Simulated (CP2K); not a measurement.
Two runs for the C K edge of cyclobutane. Run A: CP2K XAS_TDP, all-electron GAPW, PBEh(45%), aug-cc-pVDZ, TDA, no relativity. Run B differs in one setting.

First lines with a strength over 0.0015. A:

| atom | energy (eV) | states | strength, one atom |
| --- | --- | --- | --- |
| C1 (bonded to 2 C and 2 H), 4 alike | 283.73 | 1 | 0.0069 |
|  | 284.08 | 1 | 0.0156 |
|  | 284.42 | 1 | 0.0084 |
|  | 285.45 | 1 | 0.0048 |
|  | 285.75 | 1 | 0.0050 |

B:

| atom | energy (eV) | states | strength, one atom |
| --- | --- | --- | --- |
| C1 (bonded to 2 C and 2 H), 4 alike | 288.50 | 1 | 0.0126 |
|  | 288.76 | 1 | 0.0278 |
|  | 289.19 | 1 | 0.0246 |
|  | 289.66 | 1 | 0.0024 |
|  | 290.53 | 1 | 0.0066 |

Which was it: scalar relativity switched on, the basis, GW2X switched on, the functional?

The functional (functional from PBEh(45%) to PBEh(60%); the lines alone don't name the new value). A functional moves all lines by electronvolts and changes their spacings and strengths. Against PBEh(45%) in aug-cc-pVDZ, the leading line moves by +4.77 eV, to 288.50 eV; the strength of C1's goes from 0.0069 to 0.0126. The next line of C1 over the strength cut lies 0.26 eV higher, against 0.35.

[Hosts, paths, dates, database ids (printed as entryN), source tags and the programs' standing remarks are cut or masked in the printed files.]
